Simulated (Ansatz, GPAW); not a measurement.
# Work function of a 4-layer slab of Rh(110) at several levels

How far do functional and basis move the work function of a 4-layer slab of Rh(110)?

Calculated with GPAW 26.7.0 and Ansatz 0.2.0; GPAW, PAW setups; slab in vacuum, in the first sound run; inputs show where later runs differ.

This is a report of a sequence of runs, with most program output left out.

**1. Set-up**

The cell holds 4 atoms: 4 Rh. Its edges and angles: a = 3.800 Å, b = 2.687 Å, c = 18.031 Å, α = 90.0°, β = 90.0°, γ = 90.0°. Vacuum lies along c.

**2. Relaxing the atoms**

The atoms are relaxed first, since the surface dipole, and with it the work function, follows the positions of the outer layers. The lowest 2 atoms are held at bulk positions and keep their forces.

The input, run.py:

```python
import json
import numpy as np
from ase import Atoms
from ase.constraints import FixAtoms
from ase.optimize import BFGS
from gpaw import GPAW, PW

slab = Atoms(
    ['Rh', 'Rh', 'Rh', 'Rh'],
    positions=[
        [1.90000, 1.34350, 7.00000],
        [0.00000, 0.00000, 8.34350],
        [1.90000, 1.34350, 9.68701],
        [0.00000, 0.00000, 11.03051]],
    cell=[[3.8, 0.0, 0.0], [0.0, 2.68701, 0.0], [0.0, 0.0, 18.03051]],
    pbc=[True, True, False])

slab.calc = GPAW(mode=PW(400), xc='PBE', kpts={'size': (8, 12, 1), 'gamma': True},
                 occupations={'name': 'fermi-dirac', 'width': 0.1}, nbands='140%',
                 convergence={'density': 0.0001}, maxiter=200,
                 poissonsolver={'dipolelayer': 'xy'},
                 symmetry={'tolerance': 1e-3, 'extra_ids': [1, 1, 0, 0]}, txt='slab.txt')
result = {}
slab.set_constraint(FixAtoms([0, 1]))
path = []
opt = BFGS(slab, maxstep=0.2)
opt.attach(lambda: path.append((slab.get_potential_energy(), slab.positions.tolist(), slab.get_forces().tolist())))
result['relaxed'] = bool(opt.run(fmax=0.05, steps=30))
result['path'] = path
energy = slab.get_potential_energy()
fermi = slab.calc.get_fermi_level()
v = slab.calc.get_electrostatic_potential().mean((0, 1)) - fermi
n = slab.calc.get_pseudo_density().mean((0, 1))
L = slab.cell[2, 2]
z = np.arange(len(v)) * L / len(v)
low, high = slab.positions[:, 2].min(), slab.positions[:, 2].max()
below, above = np.interp([low - 4.8, high + 4.8], z, v)
slopes = [np.interp(x, z, np.gradient(v, z)) for x in (low - 4.8, high + 4.8)]
eps = np.array([[slab.calc.get_eigenvalues(k, s) for k in range(len(slab.calc.get_ibz_k_points()))]
                for s in range(slab.calc.get_number_of_spins())]) - fermi
top, bottom = eps[eps < 0].max(), eps[eps > 0].min()
dipole = slab.get_dipole_moment()[2]
print(f'energy {energy:.4f} eV, Fermi level {fermi:.4f} eV, dipole {dipole:.5f} e A')
print(f'potential 4.8 A off the faces, from the Fermi level: lower {below:.4f} eV, upper {above:.4f} eV')
print(f'slope of the potential there: lower {slopes[0]:.5f}, upper {slopes[1]:.5f} eV/A')
print(f'nearest levels on the mesh: {top:.4f} and {bottom:.4f} eV')
print('magnetic moment', round(slab.get_magnetic_moment(), 3))
result.update(energy=energy, fermi=fermi, dipole=dipole, below=below, above=above, slopes=slopes, edges=[top, bottom],
              z=z.tolist(), v=v.tolist(), n=n.tolist(), positions=slab.positions.tolist(),
              forces=slab.get_forces(apply_constraint=False).tolist(), moments=slab.get_magnetic_moments().tolist())
json.dump(result, open('result.json', 'w'))
```

Command:

```bash
OMP_NUM_THREADS=1 OPENBLAS_NUM_THREADS=1 python run.py
```

Wall time 6.6 min (1 thread of Arm Neoverse V1, shared host); peak memory 0.26 GiB.

Relaxation path:

```csv
step,energy less that of the first step (eV),largest force (eV/Å)
1,0.0000,0.4694
2,-0.0046,0.4130
3,-0.0195,0.0249
```

The atoms that moved most (Å):

```csv
atom,dx,dy,dz,length
Rh4,0.000,0.000,-0.053,0.053
Rh3,0.000,0.000,0.039,0.039
```

Final coordinates:

```xyz
4
Lattice="3.8000 0.0000 0.0000 0.0000 2.6870 0.0000 0.0000 0.0000 18.0305" Properties=species:S:1:pos:R:3
Rh    1.9000    1.3435    7.0000
Rh    0.0000    0.0000    8.3435
Rh    1.9000    1.3435    9.7259
Rh    0.0000    0.0000   10.9777
```

This step gave:

- dipole along the normal: 0.002828 e·Å
- levels nearest the Fermi level on the mesh: -0.007068, 0.001168 eV from the Fermi level
- upper work function: 4.644 eV
- lower work function: 4.704 eV

The electrostatic potential energy of an electron (without an applied field's), less the Fermi level, planar mean oscillates, so the rows of the table below give means over windows of 1 Å about each position, cut where the curve ends. Its maxima inside the range that stand out by 2 % of the span (Å: eV): 7.6: -7.87, 9.0: -7.57, 10.4: -9.64. Its minima: 7.0: -14.4, 8.4: -15.4, 9.8: -15.7, 10.9: -14.9.

The electrostatic potential energy of an electron (without an applied field's), less the Fermi level, planar mean by z; means over each step:

```csv
z (Å),"electrostatic potential energy of an electron (without an applied field's), less the Fermi level, planar mean (eV)"
0,4.69
1,4.70
2,4.70
3,4.70
4,4.68
5,4.43
6,1.04
7,-11.5
8,-11.5
9,-10.2
10,-12.7
11,-11.8
12,1.21
13,4.39
14,4.62
15,4.64
16,4.64
17,4.64
```

The pseudo valence density, planar mean oscillates, so the rows of the table below give means over windows of 1.29 Å about each position, cut where the curve ends. Its maxima inside the range that stand out by 2 % of the span (Å: e/Å³): 7.1: 1.59, 8.4: 1.67, 9.7: 1.65, 10.9: 1.65. Its minima: 7.7: 0.625, 9.0: 0.582, 10.3: 0.714.

The pseudo valence density, planar mean by z; means over each step:

```csv
z (Å),"pseudo valence density, planar mean (e/Å³)"
3.23,1.3e-4
4.52,0.00333
5.80,0.119
7.10,1.05
8.38,1.10
9.68,1.12
10.96,1.06
12.25,0.0932
13.54,0.00268
14.84,1.1e-4
```

The relaxation lowered the energy of the cell by 0.0195 eV (energies extrapolated to zero smearing; the optimiser's log prints free energies). The largest force left on a free atom is 0.025 eV/Å.

**3. The slab's potential**

The work function is the vacuum plateau of the electrostatic potential less the Fermi level; a dipole layer lets the two faces have plateaus of their own.

run.py, as its differences from that of step 2:

```diff
@@ -3,4 +3,2 @@
 from ase import Atoms
-from ase.constraints import FixAtoms
-from ase.optimize import BFGS
 from gpaw import GPAW, PW
@@ -12,4 +10,4 @@
         [0.00000, 0.00000, 8.34350],
-        [1.90000, 1.34350, 9.68701],
-        [0.00000, 0.00000, 11.03051]],
+        [1.90000, 1.34350, 9.72587],
+        [0.00000, 0.00000, 10.97769]],
     cell=[[3.8, 0.0, 0.0], [0.0, 2.68701, 0.0], [0.0, 0.0, 18.03051]],
@@ -19,12 +17,6 @@
                  occupations={'name': 'fermi-dirac', 'width': 0.1}, nbands='140%',
-                 convergence={'density': 0.0001}, maxiter=200,
+                 convergence={'density': 1e-05}, maxiter=200,
                  poissonsolver={'dipolelayer': 'xy'},
-                 symmetry={'tolerance': 1e-3, 'extra_ids': [1, 1, 0, 0]}, txt='slab.txt')
+                 symmetry={'tolerance': 1e-3}, txt='slab.txt')
 result = {}
-slab.set_constraint(FixAtoms([0, 1]))
-path = []
-opt = BFGS(slab, maxstep=0.2)
-opt.attach(lambda: path.append((slab.get_potential_energy(), slab.positions.tolist(), slab.get_forces().tolist())))
-result['relaxed'] = bool(opt.run(fmax=0.05, steps=30))
-result['path'] = path
 energy = slab.get_potential_energy()
```

The job ended after 3 min (1 thread; peak memory 0.25 GiB).

Numbers from this step:

| Property | Result |
| --- | --- |
| dipole along the normal | 0.003349 e·Å |
| levels nearest the Fermi level on the mesh | -0.007062, 0.001314 eV from the Fermi level |
| upper work function | 4.643 eV |
| lower work function | 4.703 eV |

The electrostatic potential energy of an electron (without an applied field's), less the Fermi level, planar mean oscillates, so the rows of the table below give means over windows of 1 Å about each position, cut where the curve ends. Its maxima inside the range that stand out by 2 % of the span (Å: eV): 7.6: -7.87, 9.0: -7.57, 10.4: -9.64. Its minima: 7.0: -14.4, 8.4: -15.4, 9.8: -15.7, 10.9: -14.9.

The electrostatic potential energy of an electron (without an applied field's), less the Fermi level, planar mean by z; means over each step:

z (Å), electrostatic potential energy of an electron (without an applied field's), less the Fermi level, planar mean (eV) and a bar from the least value:
```
        0        4.7 ##############################
        1        4.7 ##############################
        2        4.7 ##############################
        3        4.7 ##############################
        4        4.7 ##############################
        5        4.4 ##############################
        6        1.0 ########################
        7      -11.5 ##
        8      -11.5 ##
        9      -10.2 ####
       10      -12.7 
       11      -11.8 ##
       12        1.2 ########################
       13        4.4 #############################
       14        4.6 ##############################
       15        4.6 ##############################
       16        4.6 ##############################
       17        4.6 ##############################
```

The pseudo valence density, planar mean by z:

z (Å), pseudo valence density, planar mean (e/Å³) and a bar:
```
     0.00       0.00 
     0.43       0.00 
     0.86       0.00 
     1.50       0.00 
     1.93       0.00 
     2.36       0.00 
     2.79       0.00 
     3.43       0.00 
     3.86       0.00 
     4.29       0.00 
     4.72       0.00 
     5.37       0.02 
     5.80       0.06 #
     6.22       0.22 ####
     6.65       0.89 ################
     7.30       1.12 ####################
     7.73       0.63 ###########
     8.16       1.42 ##########################
     8.59       1.27 #######################
     9.23       0.71 #############
     9.66       1.65 ##############################
    10.09       1.01 ##################
    10.52       0.82 ###############
    11.16       1.37 #########################
    11.59       0.37 #######
    12.02       0.10 ##
    12.45       0.03 #
    13.09       0.01 
    13.52       0.00 
    13.95       0.00 
    14.38       0.00 
    15.03       0.00 
    15.45       0.00 
    15.88       0.00 
    16.31       0.00 
    16.96       0.00 
    17.39       0.00 
    17.82       0.00
```

Force by atom:

```csv
atom,x (eV/Å),y (eV/Å),z (eV/Å),size
Rh1,0.000,0.000,0.552,0.552
Rh2,0.000,0.000,-0.540,0.540
Rh3,0.000,0.000,-0.023,0.023
Rh4,0.000,0.000,0.013,0.013
```

The potential is flat to 4.8e-4 eV/Å where it is read, so the vacuum is wide enough.

**4. Self-consistent run: xc = "revPBE"**

The same geometry under revPBE, to see how far the functional moves the levels against the vacuum.

run.py, as its differences from that of step 3:

```diff
@@ -15,3 +15,3 @@
 
-slab.calc = GPAW(mode=PW(400), xc='PBE', kpts={'size': (8, 12, 1), 'gamma': True},
+slab.calc = GPAW(mode=PW(400), xc='revPBE', kpts={'size': (8, 12, 1), 'gamma': True},
                  occupations={'name': 'fermi-dirac', 'width': 0.1}, nbands='140%',
```

It took 3.2 min on 1 thread; peak memory 0.25 GiB.

Numbers from this step:

- dipole along the normal: 0.003292 e·Å
- levels nearest the Fermi level on the mesh: -1.20e-4, 0.01095 eV from the Fermi level
- upper work function: 4.490 eV
- lower work function: 4.549 eV

The electrostatic potential energy of an electron (without an applied field's), less the Fermi level, planar mean oscillates, so the rows of the table below give means over windows of 1 Å about each position, cut where the curve ends. Its maxima inside the range that stand out by 2 % of the span (Å: eV): 7.6: -7.93, 9.0: -7.63, 10.4: -9.70. Its minima: 7.0: -14.5, 8.4: -15.4, 9.8: -15.7, 10.9: -15.0.

Electrostatic potential energy of an electron (without an applied field's), less the Fermi level, planar mean against z; means over each step:

z (Å), electrostatic potential energy of an electron (without an applied field's), less the Fermi level, planar mean (eV) and a bar from the least value:
```
        0        4.5 ##############################
        1        4.5 ##############################
        2        4.5 ##############################
        3        4.5 ##############################
        4        4.5 ##############################
        5        4.3 ##############################
        6        0.9 ########################
        7      -11.5 ##
        8      -11.6 ##
        9      -10.2 ####
       10      -12.8 
       11      -11.9 ##
       12        1.1 ########################
       13        4.2 #############################
       14        4.5 ##############################
       15        4.5 ##############################
       16        4.5 ##############################
       17        4.5 ##############################
```

Pseudo valence density, planar mean against z:

```csv
z (Å),"pseudo valence density, planar mean (e/Å³)"
0.00,0
0.43,0
0.86,0
1.50,0
1.93,4.1e-6
2.36,1.1e-5
2.79,3.2e-5
3.43,1.5e-4
3.86,4.2e-4
4.29,0.00120
4.72,0.00349
5.37,0.0187
5.80,0.0626
6.22,0.223
6.65,0.893
7.30,1.12
7.73,0.624
8.16,1.42
8.59,1.27
9.23,0.709
9.66,1.65
10.09,1.01
10.52,0.822
11.16,1.37
11.59,0.365
12.02,0.103
12.45,0.0291
13.09,0.00523
13.52,0.00176
13.95,6.1e-4
14.38,2.1e-4
15.03,4.5e-5
15.45,1.6e-5
15.88,5.9e-6
16.31,2.1e-6
16.96,0
17.39,0
17.82,0
```

Force by atom:

```csv
atom,x (eV/Å),y (eV/Å),z (eV/Å),size
Rh1,0.000,0.000,0.337,0.337
Rh2,0.000,0.000,-0.579,0.579
Rh3,0.000,0.000,0.004,0.004
Rh4,0.000,0.000,0.238,0.238
```

The upper face's work function is 4.490 eV, against 4.643 eV in the first plane-wave PBE run at this geometry.

**5. OptPBE vdW: xc = "optPBE-vdW"**

The same geometry under optPBE-vdW, to see how far the functional moves the levels against the vacuum (the van der Waals functionals take revPBE setups).

run.py, as its differences from that of step 4:

```diff
@@ -15,3 +15,3 @@
 
-slab.calc = GPAW(mode=PW(400), xc='revPBE', kpts={'size': (8, 12, 1), 'gamma': True},
+slab.calc = GPAW(mode=PW(400), xc='optPBE-vdW', kpts={'size': (8, 12, 1), 'gamma': True},
                  occupations={'name': 'fermi-dirac', 'width': 0.1}, nbands='140%',
```

Run time: 3.2 min. Hardware: 1 thread; peak memory 0.37 GiB.

Numbers from this step:

- dipole along the normal: 0.003310 e·Å
- levels nearest the Fermi level on the mesh: -0.01446, 0.004846 eV from the Fermi level
- upper work function: 4.848 eV
- lower work function: 4.907 eV

The upper face's work function is 4.848 eV, against 4.643 eV in the first plane-wave PBE run at this geometry.

**6. Self-consistent run: xc = "RPBE"**

The same geometry under RPBE, to see how far the functional moves the levels against the vacuum.

run.py, as its differences from that of step 5:

```diff
@@ -15,3 +15,3 @@
 
-slab.calc = GPAW(mode=PW(400), xc='optPBE-vdW', kpts={'size': (8, 12, 1), 'gamma': True},
+slab.calc = GPAW(mode=PW(400), xc='RPBE', kpts={'size': (8, 12, 1), 'gamma': True},
                  occupations={'name': 'fermi-dirac', 'width': 0.1}, nbands='140%',
```

Wall time 3.3 min (1 thread); peak memory 0.25 GiB.

This step gave:

```
dipole along the normal                    : 0.003302 e·Å
levels nearest the Fermi level on the mesh : -1.33e-4, 0.01085 eV from the Fermi level
upper work function                        : 4.471 eV
lower work function                        : 4.530 eV
```

The electrostatic potential energy of an electron (without an applied field's), less the Fermi level, planar mean oscillates, so the rows of the table below give means over windows of 0.5 Å about each position, cut where the curve ends. Its maxima inside the range that stand out by 2 % of the span (Å: eV): 7.62: -7.96, 9.02: -7.65, 10.41: -9.72. Its minima: 6.98: -14.5, 8.37: -15.4, 9.77: -15.7, 10.95: -15.0.

Table of electrostatic potential energy of an electron (without an applied field's), less the Fermi level, planar mean by z; means over each step:

```csv
z (Å),"electrostatic potential energy of an electron (without an applied field's), less the Fermi level, planar mean (eV)"
0.0,4.51
0.5,4.53
1.0,4.53
1.5,4.53
2.0,4.53
2.5,4.53
3.0,4.53
3.5,4.52
4.0,4.51
4.5,4.46
5.0,4.30
5.5,3.72
6.0,1.57
6.5,-5.70
7.0,-13.6
7.5,-9.49
8.0,-11.5
8.5,-13.7
9.0,-8.55
9.5,-13.2
10.0,-13.1
10.5,-10.9
11.0,-13.8
11.5,-5.32
12.0,1.68
12.5,3.72
13.0,4.26
13.5,4.41
14.0,4.45
14.5,4.47
15.0,4.47
15.5,4.47
16.0,4.47
16.5,4.47
17.0,4.47
17.5,4.47
```

The upper face's work function is 4.471 eV, against 4.643 eV in the first plane-wave PBE run at this geometry.

**7. Real-space grid: mode = "fd"**

A real-space grid is a second complete basis, so it checks the plane-wave result.

run.py, as its differences from that of step 6:

```diff
@@ -3,3 +3,3 @@
 from ase import Atoms
-from gpaw import GPAW, PW
+from gpaw import GPAW
 
@@ -15,3 +15,3 @@
 
-slab.calc = GPAW(mode=PW(400), xc='RPBE', kpts={'size': (8, 12, 1), 'gamma': True},
+slab.calc = GPAW(mode='fd', h=0.18, xc='PBE', kpts={'size': (8, 12, 1), 'gamma': True},
                  occupations={'name': 'fermi-dirac', 'width': 0.1}, nbands='140%',
```

Wall time 18 min (1 thread); peak memory 1.3 GiB.

Numbers from this step:

| Item | Value |
| --- | --- |
| dipole along the normal | 0.003338 e·Å |
| levels nearest the Fermi level on the mesh | -0.007256, 3.96e-4 eV from the Fermi level |
| upper work function | 4.643 eV |
| lower work function | 4.702 eV |

The electrostatic potential energy of an electron (without an applied field's), less the Fermi level, planar mean oscillates, so the rows of the table below give means over windows of 1 Å about each position, cut where the curve ends. Its maxima inside the range that stand out by 2 % of the span (Å: eV): 7.7: -7.79, 9.0: -7.56, 10.4: -9.54. Its minima: 7.0: -14.5, 8.4: -15.3, 9.7: -15.7, 10.9: -14.9.

Table of electrostatic potential energy of an electron (without an applied field's), less the Fermi level, planar mean by z; means over each step:

```csv
z (Å),"electrostatic potential energy of an electron (without an applied field's), less the Fermi level, planar mean (eV)"
0,4.70
1,4.70
2,4.70
3,4.70
4,4.68
5,4.43
6,1.07
7,-11.5
8,-11.5
9,-10.1
10,-12.7
11,-11.8
12,1.21
13,4.39
14,4.62
15,4.64
16,4.64
17,4.64
```

The upper face's work function is 4.643 eV, against 4.643 eV in the first plane-wave PBE run at this geometry.

**8. Atomic orbitals: mode = "lcao"**

Atom-centred orbitals end a few angstrom from the surface, which tests how much the density's tail matters.

run.py, as its differences from that of step 7:

```diff
@@ -15,4 +15,4 @@
 
-slab.calc = GPAW(mode='fd', h=0.18, xc='PBE', kpts={'size': (8, 12, 1), 'gamma': True},
-                 occupations={'name': 'fermi-dirac', 'width': 0.1}, nbands='140%',
+slab.calc = GPAW(mode='lcao', basis='dzp', h=0.18, xc='PBE', kpts={'size': (8, 12, 1), 'gamma': True},
+                 occupations={'name': 'fermi-dirac', 'width': 0.1}, nbands='120%',
                  convergence={'density': 1e-05}, maxiter=200,
```

Wall time 28 min (1 thread); peak memory 0.4 GiB.

Numbers from this step:

```
dipole along the normal                    : 0.003074 e·Å
levels nearest the Fermi level on the mesh : -0.009875, 0.007239 eV from the Fermi level
upper work function                        : 4.660 eV
lower work function                        : 4.715 eV
```

The upper face's work function is 4.660 eV, against 4.643 eV in the first plane-wave PBE run at this geometry.

**9. All levels side by side**

Times are for 1 thread of Arm Neoverse V1, shared host. Results by setting:

```csv
no.,run,upper work function (eV),lower work function (eV),time,memory (GiB)
1,pw,4.643,4.703,3 min,0.25
2,revPBE,4.490,4.549,3.2 min,0.25
3,optPBE vdW,4.848,4.907,3.2 min,0.37
4,RPBE,4.471,4.530,3.3 min,0.25
5,fd,4.643,4.702,18 min,1.3
6,lcao,4.660,4.715,28 min,0.4
```

(Part 1 of 2 ends here.)

[Logs are printed without paths, hosts, clocks, repeated set-up lines and the standing remarks that a program may print on its own settings, such as how far it seeks lower states.]

[Hosts, paths, dates, database ids (printed as entryN), source tags and the programs' standing remarks are cut or masked in the printed files.]
